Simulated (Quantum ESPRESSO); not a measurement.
# Na (Im-3m): phonons by linear response, part 3 of 3

How does Na (Im-3m) vibrate, and is this structure a minimum?

Quantum ESPRESSO 7.5; DFT LDA, scalar-relativistic, plane waves, PseudoDojo norm-conserving pseudopotentials.

So far. Step 5 (Phonons on a q mesh): The acoustic modes at Γ come out as far as 5.8 cm⁻¹ from zero, where they should vanish, a small numerical error. The relaxed cell has a = 4.054 Å (conventional setting).

The database entry behind the starting cell differs from later determinations by our own check (0.1 to 0.3 % short, probably kX units), so it need not match the best structure at ambient conditions.

**7. Interpolated phonon bands (continued)**

Matdyn.x, sum rule simple. Phonon branches along the path, in cm⁻¹:

```
    point  branch 1  branch 2  branch 3
        Γ         0         0         0
  halfway        93        93        98
        H       130       130       130
  halfway        90       114       133
        N        30        92       137
  halfway        21        65        97
        Γ         0         0         0
  halfway        56        56       112
        P       104       104       104
  halfway        71       124       124
        H       130       130       130
jump to P       104       104       104
  halfway        63        98       129
        N        30        92       137
```

The phonon branches as a text plot (rows in cm⁻¹):

```
    134 |               *******                               ***
    128 |          *****       *                      *****  *
    122 |         *                         ***     **   *
    117 |        *     **       *                  *        *
    111 |        *       *                 *   * **     *  *
    105 |       *         *                     *          *
    100 |      *        *  *     *        *    *       *   ***
     94 |      *            **                   *            ***
     88 |     *          *    *               *
     83 |     *                *  *      *   *        *     *
     77 |                       *                 *
     71 |    *                     *                 *       *
     66 |    *            *      *      *   *      *
     60 |   *                                       *
     54 |                  *      *        *                  *
     48 |   *                             *
     43 |                   *      *   *                       *
     37 |  *                        *    *
     31 |  *                 **                                 *
     26 |                      **   *   *
     20 | *                      **  * *
     14 | *                        * *
      9 |                           *
      3 |*                           **
         Γ           H       N        Γ         P        H|P    N
```

Lowest modes at the softest wavevector of the mesh; phase exp(i q.(R + tau)). Modes at q = (0.000, 0.000, 0.250):

```csv
mode,frequency (cm⁻¹)
1,21.8
2,65.2
3,97.1
```

Displacements in mode 1 (21.8 cm⁻¹), the largest set to 1, in the home cell:
```
Na1 0.00 1.00 1.00
```

Displacements in mode 3 (97.1 cm⁻¹), the largest set to 1, in the home cell:
```
Na1  0.00  1.00 -1.00
```

Force constants by pair (phonopy on the run's constants); pairs near half the supercell's span include their periodic images. Pair force constants, by row:

```csv
atom,neighbour,distance (Å),third of the trace (eV/Å²),along the pair's line (eV/Å²)
Na1,itself,0,0.7808,–
Na1,Na,3.511,-0.0877,-0.2801
Na1,Na,4.054,-0.015,-0.0303
Na1,Na,5.733,0.0025,0.0066
Na1,Na,6.723,-8.00e-4,-0.0033
Na1,Na,7.022,-0.0032,-0.0045
```

Harmonic mean-square displacement, third of the trace. Mean-square displacements:

| T (K) | Na1 U_eq (Å²) |
| --- | --- |
| 0 | 0.00983 |
| 100 | 0.02853 |
| 300 | 0.08106 |
| 600 | 0.1613 |

Mode patterns, pair constants, displacements and means over the zone were worked out by phonopy from the force constants of q2r.x.

All branches are real along the path.

**8. Density of states**

Sums over the zone need many more wavevectors than were solved, so the interpolation is sampled on a dense mesh.

matdyn.in

```
 &input
    asr='simple',
    flfrc='x.fc',
    dos=.true.,
    fldos='x.dos',
    nk1=16,
    nk2=16,
    nk3=16,
    deltaE=0.3,
 /
```

Started as:

```bash
matdyn.x -in matdyn.in > matdyn.out
```

Numbers of over 12 decimals in the logs are rounded to 6 here.

The log of the run:

```text
[banner, memory and clock lines left out]
Program MATDYN v.7.5

 mass for atomic type   1 not given; uses mass from file x.fc
     Message from routine matdyn:
     Z* not found in file x.fc, TO-LO splitting at q=0 will be absent!

Note: The following floating-point exceptions are signalling: IEEE_UNDERFLOW_FLAG
```

The job ended after 1.4 s (1 thread of Arm Neoverse V2, shared host).

Read from the output:

```yaml
share_of_modes_beyond_3i_cm_minus1_on_the_dense_interpolated_mesh: 0
zero_point_energy_per_atom: 16.84 meV
heat_capacity_at_300_k: 24.51 J/(mol atoms K)
vibrational_entropy_at_300_k: 47.89 J/(mol atoms K)
```

Tetrahedra. The phonon density of states by wavenumber; read off at these points:

| wavenumber (cm⁻¹) | phonon density of states (1/cm⁻¹/cell) |
| --- | --- |
| 0.0 | 0 |
| 5.0 | 1.5e-4 |
| 10.0 | 4.8e-4 |
| 15.0 | 0.00107 |
| 20.0 | 0.00238 |
| 25.0 | 0.00475 |
| 30.0 | 0.00890 |
| 35.0 | 0.0146 |
| 40.0 | 0.0170 |
| 45.0 | 0.0199 |
| 50.0 | 0.0218 |
| 55.0 | 0.0262 |
| 59.4 | 0.0298 |
| 60.0 | 0.0292 |
| 65.0 | 0.0232 |
| 70.0 | 0.0204 |
| 75.0 | 0.0204 |
| 80.0 | 0.0213 |
| 85.0 | 0.0236 |
| 90.0 | 0.0291 |
| 95.0 | 0.0364 |
| 100.0 | 0.0335 |
| 105.0 | 0.0290 |
| 110.0 | 0.0273 |
| 115.0 | 0.0267 |
| 120.0 | 0.0314 |
| 125.0 | 0.0525 |
| 130.0 | 0.0774 |
| 135.0 | 0.0138 |

Harmonic thermodynamic functions per atom, summed over the density of states scaled to three modes an atom; melting is ignored. Thermodynamic functions:

```
T (K)  F_vib (meV/atom)  S (J/mol-atom/K)  C_V (J/mol-atom/K)
    0             16.84                 0                   0
   50             15.18             9.327               14.64
  100              6.85             22.13               21.45
  200            -25.14             38.05               23.99
  300               -70             47.89               24.51
  400            -123.5             54.97                24.7
  500            -183.4             60.49               24.79
  600            -248.5             65.02               24.83
  700            -317.9             68.85               24.86
  800            -391.1             72.17               24.88
  900            -467.4              75.1               24.89
 1000            -546.6             77.72                24.9
```

At 300 K the heat capacity has reached 98 % of the Dulong-Petit value.

**9. The dispersion under another sum rule (asr crystal)**

The sum rule corrects the force constants themselves, so it can shift branches at any wavevector, low ones most.

matdyn.in

```
 &input
    asr='crystal',
    flfrc='x.fc',
    flfrq='x.freq',
    flvec='x.modes',
    q_in_band_form=.true.,
    q_in_cryst_coord=.true.,
 /
8
  0.0000000   0.0000000   0.0000000   8  ! GAMMA
  0.5000000   0.5000000  -0.5000000   8  ! H
  0.5000000   0.0000000  -0.5000000   8  ! N
  0.0000000   0.0000000   0.0000000   8  ! GAMMA
  0.7500000   0.2500000  -0.2500000   8  ! P
  0.5000000   0.5000000  -0.5000000   1  ! H
  0.7500000   0.2500000  -0.2500000   8  ! P
  0.5000000   0.0000000  -0.5000000   1  ! N
```

Started as:

```bash
matdyn.x -in matdyn.in > matdyn.out
```

The log of the run:

```text
[banner, memory and clock lines left out]
Program MATDYN v.7.5

 mass for atomic type   1 not given; uses mass from file x.fc
 Norm of the difference between old and new effective charges:    0.000000

 Norm of the difference between old and new force-constants:   1.25877e-05

     Message from routine matdyn:
     Z* not found in file x.fc, TO-LO splitting at q=0 will be absent!
     Message from routine matdyn:
     Z* not found in file x.fc, TO-LO splitting at q=0 will be absent!

Note: The following floating-point exceptions are signalling: IEEE_UNDERFLOW_FLAG
```

The job ended after 0.46 s (1 thread).

At the labelled points the branches move by no more than 0.6 cm⁻¹.

**10. What came out**

```yaml
space_group_after_relaxation: Im-3m
volume_per_atom: 33.3 Å³
q_mesh: 4×4×4
lowest_mode_on_the_q_mesh_acoustic_ones_at_the_zone_centre_apart: 21.8 cm⁻¹
zero_point_energy_per_atom: 16.8 meV
heat_capacity_at_300_k: 24.5 J/(mol atoms K)
vibrational_entropy_at_300_k: 47.9 J/(mol atoms K)
imaginary_modes_on_the_q_mesh: none
```

What this shows: Na (Im-3m) is dynamically stable on the 4×4×4 mesh; its spectrum reaches 137 cm⁻¹. These are harmonic frequencies at zero temperature: anharmonic shifts and linewidths and thermal expansion are left out. In a metal the frequencies hang on the k mesh and the smearing, most of all near Kohn anomalies.

[Host names and launcher messages were left out of these logs when they were recorded.]

[Logs are printed without paths, hosts, clocks, repeated set-up lines and the standing remarks that a program may print on its own settings, such as how far it seeks lower states.]

[Hosts, paths, dates, database ids (printed as entryN), source tags and the programs' standing remarks are cut or masked in the printed files.]
